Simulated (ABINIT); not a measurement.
Planning a run of ABINIT 10.8.3 on Te2Mo (P6_3/mmc). The input:

```
acell 3*1.0 Angstrom
rprim 
  3.518200000003 -0.000000000001 0.000000000000
  -1.759100000001 3.046850575598 0.000000000000
  0.000000000000 0.000000000000 13.973600000000
ntypat 2
znucl 52 42
natom 6
typat 1 1 1 1 2 2
xred 
  0.333333333333 0.666666666667 0.621000000000
  0.666666666667 0.333333333333 0.121000000000
  0.333333333333 0.666666666667 0.879000000000
  0.666666666667 0.333333333333 0.379000000000
  0.333333333333 0.666666666667 0.250000000000
  0.666666666667 0.333333333333 0.750000000000
pp_dirpath "pseudos"
pseudos "Te.upf, Mo.upf"
ecut 39
nspinor 2
ngkpt 6 6 1
nshiftk 1
shiftk 0 0 0
kptopt 1
chksymbreak 0
nband 138
occopt 1
tolvrs 1e-08
nstep 60
prtwf 0
optforces 0
optstress 0
indata_prefix "in"
outdata_prefix "out"
tmpdata_prefix "tmp"
```

```sh
OMP_NUM_THREADS=1 mpirun -n 4 abinit run.abi > log
```

**Question.** How long will it take on 4 MPI ranks of Intel Xeon Platinum 8488C (Sapphire Rapids), shared host, and how much memory?

It took 13 min; on shared hardware allow 6.3 min to 25 min. Peak host memory was 0.91 GiB.

[Paths, hosts, dates, memory and timing lines, banners, echoed tables and standing remarks are left out of the program output.]

[Logs are printed without paths, hosts, clocks, repeated set-up lines and the standing remarks that a program may print on its own settings, such as how far it seeks lower states.]

[Runs of the session that timed out or met a known fault of the program may be left out.]

[Hosts, paths, dates, database ids (printed as entryN), source tags and the programs' standing remarks are cut or masked in the printed files.]

[G0W0 gaps are taken among the corrected bands and points alone; a level outside them can change the order at an edge.]

[Where Ansatz stands beside ABINIT at settings called matched, ABINIT's density can come from a denser mesh and the files from another edition; pairs whose starting gaps differed by over 0.03 eV were left out, so agreement reads better than it is.]
